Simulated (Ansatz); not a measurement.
# The perfect Mo wire along [100], 9 atoms a period

What gap, if any, does the Mo wire along [100], 9 atoms a period have, and how many channels would it open?

Method: DFT PBE, plane waves, PAW; relaxation of a wire's period; PAW set soft_1, in the first sound run; inputs show where later runs differ, in Ansatz 0.2.0.

## 1. The starting structure

The cell holds 9 atoms: 9 Mo. Cell: a = 13.120 Å, b = 13.120 Å, c = 3.160 Å, α = 90.0°, β = 90.0°, γ = 90.0°. Vacuum lies along a and b. The structure's axis is c.

## 2. Relaxing the period

Band widths follow the bond lengths, so the wire is relaxed first. The atoms and the third cell vector are free; the box across stays fixed as vacuum. A Fermi-Dirac smearing is set since the result may be a metal. The pressure printed is a third of the stress's trace over the whole box, vacuum included; only the stress along the axis is relaxed.

Input file input.yaml:

```yaml
crystal:
  lattice:
    - [13.12, 0.0, 0.0]
    - [0.0, 13.12, 0.0]
    - [0.0, 0.0, 3.16]
  atoms:
    - { symbol: Mo, position: [0.259146341, 0.5, 0.0] }
    - { symbol: Mo, position: [0.5, 0.259146341, 0.0] }
    - { symbol: Mo, position: [0.5, 0.5, 0.0] }
    - { symbol: Mo, position: [0.5, 0.740853659, 0.0] }
    - { symbol: Mo, position: [0.740853659, 0.5, 0.0] }
    - { symbol: Mo, position: [0.379573171, 0.379573171, 0.5] }
    - { symbol: Mo, position: [0.379573171, 0.620426829, 0.5] }
    - { symbol: Mo, position: [0.620426829, 0.379573171, 0.5] }
    - { symbol: Mo, position: [0.620426829, 0.620426829, 0.5] }
kpoints:
  mp_grid: { grid: [1, 1, 26] }
scf:
  occupations: { method: fermi_dirac, width: 0.05 }
hamiltonian:
  xc: pbe
  pseudopotentials: { kind: paw, azcp: { folder: soft_1 } }
relax:
  cell: { fix: [a, b, alpha, beta, gamma] }
  max_steps: 45
  f_tol: 0.03
```

On the command line:

```sh
$ ansatz run input.yaml --threads 4 --pin off --max-ram 16384MiB --backend cpu --events-out ev --progress --plain --runs-dir out
```

Numbers of over 12 decimals in the logs are rounded to 6 here.

What it wrote:

```text
Engine: ansatz 0.2.0, aarch64-unknown-linux-gnu
Pseudopotentials: kind: paw
Pseudopotential: Mo, paw, valence charge 14, recommended cutoff 420 eV (normal), soft_1/Mo.paw.azcp
Functional definition: PBE
  parameter kappa = 0.804
  parameter beta = 0.066725
  exchange = pbe_x(kappa = kappa, mu = beta*pi^2/3)
  correlation = pbe_c(beta = beta)
Crystal: 9 atoms, lattice volume = 543.945 Å³
Basis set: ecut = 420 eV, 10659 PW (Γ), exchange–correlation on 180×180×48 points (8 copies of the dense FFT grid, shifted against one another)
Bands: 76, of which v1, the nominal top of the filled ones, is band 63 counted from 1 (62 counted from 0)
Symmetry: 16 space group operations
Space group: P4/mmm (ITA 123), of the structure as read, at distance tolerance 8.2e-5 Å
k-points: 14 of 26
Non-local potential: Mo, projectors of the file, l = 0: 3, l = 1: 2, l = 2: 2, l = 3: 1
PAW form: soft (Blöchl's): semilocal exchange-correlation on the pseudo side does not see the compensation charge
PAW one-centre angular grid: Mo, 590 points (default); XC on 64 Gauss nodes
Initial density: superposition of atomic densities (neutral atoms: chi_scale 0, normalization atom)
Initial wavefunctions: pseudopotential atomic-orbital guess
Functional: x = pbe(κ = 0.804, μ = 0.219515), c = pbe(β = 0.066725)
SCF iter   1: F=—  HF=-44598.007331 eV  |F-HF|=—  |Δ(HF+E_count)|=         —  Δρ=5.46e-2  dr2=5.19e1  ethr=3.10e-3  ⟨swp⟩=8.9  Hψ=4719  notcnv=0
preconditioner: auto → LDOS  [metal: Δε(μ)=0.022 eV  Ē_g=3.649 eV  σ=0.050 eV  W_gap=0.11  n_scr=78 (ndim 8)  ℏωp=11.7 eV  f_vac=0.562  D(μ)=16.28/eV (n_scr^D=110)  β→1.0]
SCF iter   2: F=—  HF=-44593.650829 eV  |F-HF|=—  |Δ(HF+E_count)|=    4.36e0  Δρ=4.91e-2  dr2=5.55e1  ethr=3.10e-3  ⟨swp⟩=4.6  Hψ=3027  notcnv=0  defer=6
SCF iter   3: F=—  HF=-44588.974886 eV  |F-HF|=—  |Δ(HF+E_count)|=    4.68e0  Δρ=1.11e-2  dr2=2.84e0  ethr=3.10e-3  ⟨swp⟩=4.1  Hψ=2745  notcnv=0  defer=4
SCF iter   4: F=—  HF=-44588.836114 eV  |F-HF|=—  |Δ(HF+E_count)|=   1.39e-1  Δρ=4.19e-3  dr2=2.86e-1  ethr=2.25e-3  ⟨swp⟩=2.2  Hψ=1365  notcnv=0  defer=3
SCF iter   5: F=—  HF=-44588.803263 eV  |F-HF|=—  |Δ(HF+E_count)|=   3.29e-2  Δρ=2.02e-3  dr2=3.79e-2  ethr=2.27e-4  ⟨swp⟩=3.6  Hψ=2204  notcnv=0  defer=4
SCF iter   6: F=—  HF=-44588.803917 eV  |F-HF|=—  |Δ(HF+E_count)|=   6.54e-4  Δρ=7.62e-4  dr2=6.12e-3  ethr=3.01e-5  ⟨swp⟩=2.1  Hψ=1589  notcnv=0  defer=4
SCF iter   7: F=—  HF=-44588.804562 eV  |F-HF|=—  |Δ(HF+E_count)|=   6.45e-4  Δρ=2.18e-4  dr2=4.64e-4  ethr=4.86e-6  ⟨swp⟩=2.0  Hψ=1391  notcnv=0  defer=4
SCF iter   8: F=—  HF=-44588.804730 eV  |F-HF|=—  |Δ(HF+E_count)|=   1.68e-4  Δρ=8.82e-5  dr2=7.88e-5  ethr=3.68e-7  ⟨swp⟩=2.4  Hψ=1539  notcnv=0  defer=4
SCF iter   9: F=—  HF=-44588.804928 eV  |F-HF|=—  |Δ(HF+E_count)|=   1.98e-4  Δρ=1.73e-5  dr2=2.69e-6  ethr=6.25e-8  ⟨swp⟩=2.2  Hψ=1481  notcnv=0  defer=4
SCF iter  10: F=—  HF=-44588.804931 eV  |F-HF|=—  |Δ(HF+E_count)|=   3.27e-6  Δρ=7.37e-6  dr2=4.41e-7  ethr=2.14e-9  ⟨swp⟩=3.1  Hψ=1725  notcnv=0  defer=4
SCF iter  11: F=-44588.804932 eV  HF=-44588.804932 eV  |F-HF|=1.68e-8  |Δ(HF+E_count)|=   2.55e-7  Δρ=1.93e-6  dr2=2.24e-8  ethr=7.94e-11  ⟨swp⟩=5.5  Hψ=4088  notcnv=0
SCF 1 converged in 11 iterations: F = -44588.804932 eV  dr2 = 2.24e-8
  greatest PAW one-centre occupation: 0.999 electrons in one spin orbital (limit 2), on the Mo atom at site 2 (counted from 0), in its partial waves of l = 0
relax step   1: F+E_penalty+E_count = -44588.80493175 eV  Δ(F+E_penalty+E_count) = +0.000e0 eV  max|allowed force component| = 2.739e0 eV/Å  Δτ_max = 0.0000 Å  P = -5.946 GPa  Ω = 543.945 Å³  fix = [a, b, alpha, beta, gamma]  reactions: a -5.501, b -5.501 GPa  (11 SCF iters, dr2 threshold 1.00e-7 eV, accepted)
Crystal: 9 atoms, lattice volume = 530.531 Å³
Basis set: ecut = 420 eV, 10323 PW (Γ), exchange–correlation on 180×180×48 points (8 copies of the dense FFT grid, shifted against one another)
Initial density: handed on by an earlier stage of this run
Initial wavefunctions: those handed on with the density
SCF iter   1: F=—  HF=-44591.043035 eV  |F-HF|=—  |Δ(HF+E_count)|=         —  Δρ=2.10e-2  dr2=6.61e0  ethr=3.10e-3  ⟨swp⟩=10.9  Hψ=4798  notcnv=0
preconditioner: auto → LDOS  [metal: Δε(μ)=0.023 eV  Ē_g=3.475 eV  σ=0.050 eV  W_gap=0.11  n_scr=78 (ndim 8)  ℏωp=11.8 eV  f_vac=0.603  D(μ)=11.67/eV (n_scr^D=56)  β→1.0]
SCF iter   2: F=—  HF=-44591.023430 eV  |F-HF|=—  |Δ(HF+E_count)|=   1.96e-2  Δρ=1.95e-2  dr2=5.52e0  ethr=3.10e-3  ⟨swp⟩=3.6  Hψ=1812  notcnv=0  defer=5
SCF iter   3: F=—  HF=-44590.677163 eV  |F-HF|=—  |Δ(HF+E_count)|=   3.46e-1  Δρ=3.85e-3  dr2=2.16e-1  ethr=3.10e-3  ⟨swp⟩=2.5  Hψ=1579  notcnv=0  defer=5
SCF iter   4: F=—  HF=-44590.664590 eV  |F-HF|=—  |Δ(HF+E_count)|=   1.26e-2  Δρ=6.10e-4  dr2=2.45e-3  ethr=1.72e-4  ⟨swp⟩=2.4  Hψ=1736  notcnv=0  defer=12
SCF iter   5: F=—  HF=-44590.665342 eV  |F-HF|=—  |Δ(HF+E_count)|=   7.52e-4  Δρ=1.53e-4  dr2=2.91e-4  ethr=1.95e-6  ⟨swp⟩=2.4  Hψ=1606  notcnv=0  defer=12
SCF iter   6: F=—  HF=-44590.665470 eV  |F-HF|=—  |Δ(HF+E_count)|=   1.28e-4  Δρ=6.26e-5  dr2=3.80e-5  ethr=2.31e-7  ⟨swp⟩=2.6  Hψ=1548  notcnv=0  defer=12
SCF iter   7: F=—  HF=-44590.665478 eV  |F-HF|=—  |Δ(HF+E_count)|=   8.24e-6  Δρ=2.59e-5  dr2=6.22e-6  ethr=3.01e-8  ⟨swp⟩=2.9  Hψ=1931  notcnv=0  defer=12
SCF iter   8: F=-44590.665480 eV  HF=-44590.665480 eV  |F-HF|=4.71e-9  |Δ(HF+E_count)|=   1.37e-6  Δρ=7.04e-6  dr2=4.02e-7  ethr=7.14e-10  ⟨swp⟩=4.1  Hψ=4453  notcnv=0
SCF 2 converged in 8 iterations: F = -44590.665480 eV  dr2 = 4.02e-7
relax step   2: F+E_penalty+E_count = -44590.66547957 eV  Δ(F+E_penalty+E_count) = -1.861e0 eV  max|allowed force component| = 9.095e-1 eV/Å  Δτ_max = 0.1959 Å  P = -1.117 GPa  Ω = 530.531 Å³  energy of the carried Pulay correction = +7.736e-4 eV  fix = [a, b, alpha, beta, gamma]  reactions: a -0.999, b -0.999 GPa  (8 SCF iters, dr2 threshold 9.00e-7 eV, accepted)
Crystal: 9 atoms, lattice volume = 527.480 Å³
Basis set: ecut = 420 eV, 10267 PW (Γ), exchange–correlation on 180×180×48 points (8 copies of the dense FFT grid, shifted against one another)
iter 1 solved again at ethr=2.07e-3 eV; its pass at ethr=3.10e-3 eV (dr2=2.61e0 eV) is discarded
SCF iter   1: F=—  HF=-44591.013588 eV  |F-HF|=—  |Δ(HF+E_count)|=         —  Δρ=1.65e-2  dr2=2.64e0  ethr=2.07e-3  ⟨swp⟩=1.4  Hψ=5737  notcnv=0
preconditioner: auto → LDOS  [metal: Δε(μ)=0.020 eV  Ē_g=3.562 eV  σ=0.050 eV  W_gap=0.10  n_scr=78 (ndim 8)  ℏωp=11.9 eV  f_vac=0.606  D(μ)=11.73/eV (n_scr^D=56)  β→1.0]
SCF iter   2: F=—  HF=-44590.931097 eV  |F-HF|=—  |Δ(HF+E_count)|=   8.25e-2  Δρ=1.23e-2  dr2=1.92e0  ethr=2.07e-3  ⟨swp⟩=3.0  Hψ=1845  notcnv=0  defer=1
SCF iter   3: F=—  HF=-44590.805529 eV  |F-HF|=—  |Δ(HF+E_count)|=   1.26e-1  Δρ=2.00e-3  dr2=3.94e-2  ethr=1.52e-3  ⟨swp⟩=2.1  Hψ=1576  notcnv=0  defer=13
SCF iter   4: F=—  HF=-44590.803925 eV  |F-HF|=—  |Δ(HF+E_count)|=   1.60e-3  Δρ=3.68e-4  dr2=1.17e-3  ethr=3.13e-5  ⟨swp⟩=2.4  Hψ=1673  notcnv=0  defer=13
SCF iter   5: F=—  HF=-44590.804032 eV  |F-HF|=—  |Δ(HF+E_count)|=   1.07e-4  Δρ=1.36e-4  dr2=2.09e-4  ethr=9.30e-7  ⟨swp⟩=3.0  Hψ=1932  notcnv=0  defer=13
SCF iter   6: F=—  HF=-44590.804190 eV  |F-HF|=—  |Δ(HF+E_count)|=   1.58e-4  Δρ=4.37e-5  dr2=2.35e-5  ethr=1.66e-7  ⟨swp⟩=2.4  Hψ=1708  notcnv=0  defer=12
SCF iter   7: F=—  HF=-44590.804196 eV  |F-HF|=—  |Δ(HF+E_count)|=   5.63e-6  Δρ=1.36e-5  dr2=1.86e-6  ethr=1.86e-8  ⟨swp⟩=2.4  Hψ=1653  notcnv=0  defer=12
SCF iter   8: F=-44590.804197 eV  HF=-44590.804197 eV  |F-HF|=1.30e-7  |Δ(HF+E_count)|=   6.86e-7  Δρ=5.19e-6  dr2=2.39e-7  ethr=7.14e-10  ⟨swp⟩=5.0  Hψ=3885  notcnv=0
SCF 3 converged in 8 iterations: F = -44590.804197 eV  dr2 = 2.39e-7
relax step   3: F+E_penalty+E_count = -44590.80419651 eV  Δ(F+E_penalty+E_count) = -1.387e-1 eV  max|allowed force component| = 2.730e-1 eV/Å  Δτ_max = 0.1338 Å  P = +0.203 GPa  Ω = 527.480 Å³  energy of the carried Pulay correction = +9.523e-4 eV  fix = [a, b, alpha, beta, gamma]  reactions: a +0.406, b +0.406 GPa  (8 SCF iters, dr2 threshold 9.00e-7 eV, accepted)
Crystal: 9 atoms, lattice volume = 521.461 Å³
Basis set: ecut = 420 eV, 10123 PW (Γ), exchange–correlation on 180×180×48 points (8 copies of the dense FFT grid, shifted against one another)
iter 1 solved again at ethr=2.33e-4 eV; its pass at ethr=3.10e-3 eV (dr2=2.93e-1 eV) is discarded
SCF iter   1: F=—  HF=-44590.837796 eV  |F-HF|=—  |Δ(HF+E_count)|=         —  Δρ=4.76e-3  dr2=2.87e-1  ethr=2.33e-4  ⟨swp⟩=2.4  Hψ=5251  notcnv=0
preconditioner: auto → LDOS  [metal: Δε(μ)=0.041 eV  Ē_g=3.507 eV  σ=0.050 eV  W_gap=0.20  n_scr=78 (ndim 8)  ℏωp=11.9 eV  f_vac=0.596  D(μ)=12.28/eV (n_scr^D=60)  β→1.0]
SCF iter   2: F=—  HF=-44590.821595 eV  |F-HF|=—  |Δ(HF+E_count)|=   1.62e-2  Δρ=2.92e-3  dr2=9.58e-2  ethr=2.28e-4  ⟨swp⟩=2.3  Hψ=1607  notcnv=0
SCF iter   3: F=—  HF=-44590.817012 eV  |F-HF|=—  |Δ(HF+E_count)|=   4.58e-3  Δρ=1.00e-3  dr2=1.30e-2  ethr=7.60e-5  ⟨swp⟩=2.0  Hψ=1620  notcnv=0
SCF iter   4: F=—  HF=-44590.816141 eV  |F-HF|=—  |Δ(HF+E_count)|=   8.71e-4  Δρ=1.47e-4  dr2=1.66e-4  ethr=1.03e-5  ⟨swp⟩=2.4  Hψ=1415  notcnv=0
SCF iter   5: F=—  HF=-44590.816274 eV  |F-HF|=—  |Δ(HF+E_count)|=   1.33e-4  Δρ=6.28e-5  dr2=6.34e-5  ethr=1.32e-7  ⟨swp⟩=3.0  Hψ=2097  notcnv=0
SCF iter   6: F=—  HF=-44590.816276 eV  |F-HF|=—  |Δ(HF+E_count)|=   2.81e-6  Δρ=2.79e-5  dr2=7.48e-6  ethr=5.03e-8  ⟨swp⟩=2.0  Hψ=1399  notcnv=0
SCF iter   7: F=-44590.816277 eV  HF=-44590.816277 eV  |F-HF|=7.70e-8  |Δ(HF+E_count)|=   4.16e-7  Δρ=5.74e-6  dr2=2.12e-7  ethr=7.14e-10  ⟨swp⟩=3.9  Hψ=4536  notcnv=0
SCF 4 converged in 7 iterations: F = -44590.816277 eV  dr2 = 2.12e-7
relax step   4: F+E_penalty+E_count = -44590.81627693 eV  Δ(F+E_penalty+E_count) = -1.208e-2 eV  max|allowed force component| = 1.305e-1 eV/Å  Δτ_max = 0.0457 Å  P = +0.034 GPa  Ω = 521.461 Å³  energy of the carried Pulay correction = +1.308e-3 eV  fix = [a, b, alpha, beta, gamma]  reactions: a -0.295, b -0.295 GPa  (7 SCF iters, dr2 threshold 9.00e-7 eV, accepted)
Crystal: 9 atoms, lattice volume = 525.661 Å³
Basis set: ecut = 420 eV, 10251 PW (Γ), exchange–correlation on 180×180×48 points (8 copies of the dense FFT grid, shifted against one another)
iter 1 solved again at ethr=2.91e-5 eV; its pass at ethr=3.10e-3 eV (dr2=3.67e-2 eV) is discarded
SCF iter   1: F=—  HF=-44590.850201 eV  |F-HF|=—  |Δ(HF+E_count)|=         —  Δρ=2.45e-3  dr2=3.67e-2  ethr=2.91e-5  ⟨swp⟩=2.5  Hψ=5572  notcnv=0
preconditioner: auto → LDOS  [metal: Δε(μ)=0.011 eV  Ē_g=3.508 eV  σ=0.050 eV  W_gap=0.06  n_scr=78 (ndim 8)  ℏωp=11.9 eV  f_vac=0.603  D(μ)=12.48/eV (n_scr^D=62)  β→1.0]
SCF iter   2: F=—  HF=-44590.847979 eV  |F-HF|=—  |Δ(HF+E_count)|=   2.22e-3  Δρ=1.38e-3  dr2=2.21e-2  ethr=2.91e-5  ⟨swp⟩=2.1  Hψ=1613  notcnv=0
SCF iter   3: F=—  HF=-44590.846689 eV  |F-HF|=—  |Δ(HF+E_count)|=   1.29e-3  Δρ=4.38e-4  dr2=1.86e-3  ethr=1.76e-5  ⟨swp⟩=2.1  Hψ=1536  notcnv=0
SCF iter   4: F=—  HF=-44590.846576 eV  |F-HF|=—  |Δ(HF+E_count)|=   1.13e-4  Δρ=8.81e-5  dr2=7.05e-5  ethr=1.48e-6  ⟨swp⟩=2.3  Hψ=1345  notcnv=0
SCF iter   5: F=—  HF=-44590.846835 eV  |F-HF|=—  |Δ(HF+E_count)|=   2.59e-4  Δρ=1.95e-5  dr2=2.26e-6  ethr=5.59e-8  ⟨swp⟩=2.3  Hψ=1780  notcnv=0
SCF iter   6: F=-44590.846836 eV  HF=-44590.846836 eV  |F-HF|=2.94e-7  |Δ(HF+E_count)|=   1.76e-6  Δρ=6.97e-6  dr2=7.82e-7  ethr=7.14e-10  ⟨swp⟩=5.7  Hψ=4121  notcnv=0
SCF 5 converged in 6 iterations: F = -44590.846836 eV  dr2 = 7.82e-7
relax step   5: F+E_penalty+E_count = -44590.84683610 eV  Δ(F+E_penalty+E_count) = -3.056e-2 eV  max|allowed force component| = 9.213e-2 eV/Å  Δτ_max = 0.0297 Å  P = -0.018 GPa  Ω = 525.661 Å³  energy of the carried Pulay correction = +1.059e-3 eV  fix = [a, b, alpha, beta, gamma]  reactions: a -0.101, b -0.101 GPa  (6 SCF iters, dr2 threshold 9.00e-7 eV, accepted)
Crystal: 9 atoms, lattice volume = 527.051 Å³
iter 1 solved again at ethr=2.87e-5 eV; its pass at ethr=3.10e-3 eV (dr2=3.62e-2 eV) is discarded
SCF iter   1: F=—  HF=-44590.858152 eV  |F-HF|=—  |Δ(HF+E_count)|=         —  Δρ=2.21e-3  dr2=3.62e-2  ethr=2.87e-5  ⟨swp⟩=2.5  Hψ=4574  notcnv=0
preconditioner: auto → LDOS  [metal: Δε(μ)=0.018 eV  Ē_g=3.510 eV  σ=0.050 eV  W_gap=0.09  n_scr=78 (ndim 8)  ℏωp=11.9 eV  f_vac=0.604  D(μ)=11.12/eV (n_scr^D=48)  β→1.0]
SCF iter   2: F=—  HF=-44590.857796 eV  |F-HF|=—  |Δ(HF+E_count)|=   3.56e-4  Δρ=1.93e-3  dr2=4.49e-2  ethr=2.87e-5  ⟨swp⟩=2.1  Hψ=1615  notcnv=0
SCF iter   3: F=—  HF=-44590.854732 eV  |F-HF|=—  |Δ(HF+E_count)|=   3.06e-3  Δρ=4.18e-4  dr2=1.62e-3  ethr=2.87e-5  ⟨swp⟩=2.0  Hψ=1530  notcnv=0
SCF iter   4: F=—  HF=-44590.854612 eV  |F-HF|=—  |Δ(HF+E_count)|=   1.20e-4  Δρ=9.77e-5  dr2=1.46e-4  ethr=1.28e-6  ⟨swp⟩=2.8  Hψ=1484  notcnv=0
SCF iter   5: F=—  HF=-44590.854895 eV  |F-HF|=—  |Δ(HF+E_count)|=   2.84e-4  Δρ=2.59e-5  dr2=6.01e-6  ethr=1.16e-7  ⟨swp⟩=2.8  Hψ=1854  notcnv=0
SCF iter   6: F=—  HF=-44590.854897 eV  |F-HF|=—  |Δ(HF+E_count)|=   1.31e-6  Δρ=8.65e-6  dr2=1.30e-6  ethr=4.77e-9  ⟨swp⟩=2.6  Hψ=1764  notcnv=0
SCF iter   7: F=-44590.854897 eV  HF=-44590.854897 eV  |F-HF|=7.76e-9  |Δ(HF+E_count)|=   2.38e-7  Δρ=2.81e-6  dr2=8.27e-8  ethr=4.21e-10  ⟨swp⟩=5.2  Hψ=3957  notcnv=0
SCF 6 converged in 7 iterations: F = -44590.854897 eV  dr2 = 8.27e-8
relax step   6: F+E_penalty+E_count = -44590.85489690 eV  Δ(F+E_penalty+E_count) = -8.061e-3 eV  max|allowed force component| = 4.400e-3 eV/Å  Δτ_max = 0.0218 Å  P = +0.010 GPa  Ω = 527.051 Å³  energy of the carried Pulay correction = +9.775e-4 eV  fix = [a, b, alpha, beta, gamma]  reactions: a +0.015, b +0.015 GPa  (7 SCF iters, dr2 threshold 5.31e-7 eV, accepted)
Initial wavefunctions: pseudopotential atomic-orbital guess (no wavefunctions were taken with the density)
iter 1 solved again at ethr=5.20e-7 eV; its pass at ethr=3.10e-3 eV (dr2=6.55e-4 eV) is discarded
SCF iter   1: F=—  HF=-44590.853414 eV  |F-HF|=—  |Δ(HF+E_count)|=         —  Δρ=4.17e-5  dr2=1.54e-6  ethr=5.20e-7  ⟨swp⟩=4.5  Hψ=7848  notcnv=0
preconditioner: auto → LDOS  [metal: Δε(μ)=0.019 eV  Ē_g=3.508 eV  σ=0.050 eV  W_gap=0.10  n_scr=78 (ndim 8)  ℏωp=11.9 eV  f_vac=0.604  D(μ)=11.19/eV (n_scr^D=48)  β→1.0]
SCF iter   2: F=—  HF=-44590.853698 eV  |F-HF|=—  |Δ(HF+E_count)|=   2.84e-4  Δρ=7.60e-6  dr2=2.43e-7  ethr=1.22e-9  ⟨swp⟩=3.1  Hψ=2390  notcnv=0
SCF iter   3: F=—  HF=-44590.853698 eV  |F-HF|=—  |Δ(HF+E_count)|=   4.46e-8  Δρ=2.77e-6  dr2=9.73e-8  ethr=1.93e-10  ⟨swp⟩=2.1  Hψ=1972  notcnv=0
SCF iter   4: F=—  HF=-44590.853698 eV  |F-HF|=—  |Δ(HF+E_count)|=   1.56e-8  Δρ=7.50e-7  dr2=3.57e-9  ethr=7.72e-11  ⟨swp⟩=3.2  Hψ=2206  notcnv=0
SCF iter   5: F=—  HF=-44590.853698 eV  |F-HF|=—  |Δ(HF+E_count)|=  4.37e-11  Δρ=1.80e-7  dr2=3.92e-10  ethr=2.83e-12  ⟨swp⟩=2.3  Hψ=2043  notcnv=0
SCF iter   6: F=—  HF=-44590.853698 eV  |F-HF|=—  |Δ(HF+E_count)|=  2.18e-10  Δρ=1.65e-7  dr2=3.28e-10  ethr=1.00e-12  ⟨swp⟩=5.5  Hψ=4072  notcnv=0
SCF iter   7: F=-44590.853698 eV  HF=-44590.853698 eV  |F-HF|=0.00e0  |Δ(HF+E_count)|=  1.46e-11  Δρ=3.51e-8  dr2=1.38e-11  ethr=1.00e-12  ⟨swp⟩=4.0  Hψ=3960  notcnv=0
SCF 7 converged in 7 iterations: F = -44590.853698 eV  dr2 = 1.38e-11
relax step   7: F+E_penalty+E_count = -44590.85369775 eV  Δ(F+E_penalty+E_count) = +1.199e-3 eV  max|allowed force component| = 4.298e-3 eV/Å  Δτ_max = 0.0000 Å  P = +0.013 GPa  Ω = 527.051 Å³  fix = [a, b, alpha, beta, gamma]  reactions: a +0.018, b +0.018 GPa  stress off target by 2.47e-3 GPa on what of the cell is left free  SCF on the basis re-selected at this cell (its energy is not comparable with the rows above)  (7 SCF iters)
basis re-selected at this cell: Δ(F+E_penalty+E_count) = +1.199e-3 eV, ΔP = +0.002 GPa vs the last step (what re-selecting the basis moved, of the pressure what is left beyond the Pulay correction that the steps carried, after the strain that the cell walked since its last selection, with what the two solves' SCF thresholds leave and, on support functions, any second-order correction that the steps lacked; it is no m [...]
SCF converged after 7 iterations
Free energy (F): -44590.853698 eV
Harris-Foulkes:  -44590.853698 eV  (|F-HF|=0.00e0)
Internal energy: -44590.762118 eV  (E = F + TS)
E sigma→0 (E₀):  -44590.807908 eV
Entropy (-TS):   -0.091580 eV (-10.176 meV/atom)
Fermi energy:    2.770372 eV
--- Per-component energies (eV) ---
  E_band       = -2774.122227
  E_kinetic    = 3799.877921
  E_local      = -61241.752256  (includes V_loc(G=0)·N_el)
  E_nonlocal   = 1352.478175
  E_hartree    = 28362.467908
  E_xc         = -1575.050490
  E_vxc        = -1962.166578  (∫ρ·V_xc dr)
  E_paw        = -28912.737186  (= ΣΔE_a)
  E_vpaw       = -1447.495025  (= ΣTr[D̂ρ^β])
  E_aug_tail   = 0.000430  (compensation charges beyond the density's cutoff)
  E_ewald      = 13623.953380
  E_smearing   = -0.091580  (= −TS)
  E_closure    = 0.000000  (closes the sum)
  Σ components = -44590.853698   (vs F -44590.853698, Δ=0.00e0)
--- Forces (eV/Å), atoms counted from 1 ---
  atom   1  Mo     0.00125995     0.00000000     0.00000000
  atom   2  Mo     0.00000000     0.00125995     0.00000000
  atom   3  Mo    -0.00000000     0.00000000     0.00000000
  atom   4  Mo     0.00000000    -0.00125995     0.00000000
  atom   5  Mo    -0.00125995     0.00000000     0.00000000
  atom   6  Mo     0.00429812     0.00429812     0.00000000
  atom   7  Mo     0.00429812    -0.00429812     0.00000000
  atom   8  Mo    -0.00429812     0.00429812     0.00000000
  atom   9  Mo    -0.00429812    -0.00429812     0.00000000
  max |Σ_I F_I| component: 1.73e-18 eV/Å
--- Stress (GPa, compression-positive) ---
        0.018169       0.000000       0.000000
        0.000000       0.018169       0.000000
        0.000000       0.000000       0.002472
  P = ⅓ Tr σ = 0.0129 GPa (0.129 kbar)
--- Relaxed structure (6 steps of the walk, 6 accepted, 1 SCFs on fresh bases) ---
  F+E_penalty+E_count = -44590.85369775 eV   max|allowed force component| = 4.298e-3 eV/Å   (the final SCF, on the basis selected at the relaxed cell)
  cell:  # Å, volume = 527.0511 Å³
    - [13.12, 0.0, 0.0]
    - [0.0, 13.12, 0.0]
    - [0.0, 0.0, 3.061858]
  atoms:
    - { symbol: Mo, position: [0.279901, 0.500000, 0.0] }
    - { symbol: Mo, position: [0.500000, 0.279901, 0.0] }
    - { symbol: Mo, position: [0.500000, 0.500000, 0.0] }
    - { symbol: Mo, position: [0.500000, 0.720099, 0.0] }
    - { symbol: Mo, position: [0.720099, 0.500000, 0.0] }
    - { symbol: Mo, position: [0.378452, 0.378452, 0.500000] }
    - { symbol: Mo, position: [0.378452, 0.621548, 0.500000] }
    - { symbol: Mo, position: [0.621548, 0.378452, 0.500000] }
    - { symbol: Mo, position: [0.621548, 0.621548, 0.500000] }
```

It took 78 s on 4 threads of Arm Neoverse V1, shared host; peak memory 1.4 GiB.

[end of part 1 of 2]

[Logs are printed without paths, hosts, clocks, repeated set-up lines and the standing remarks that a program may print on its own settings, such as how far it seeks lower states.]

[Hosts, paths, dates, database ids (printed as entryN), source tags and the programs' standing remarks are cut or masked in the printed files.]
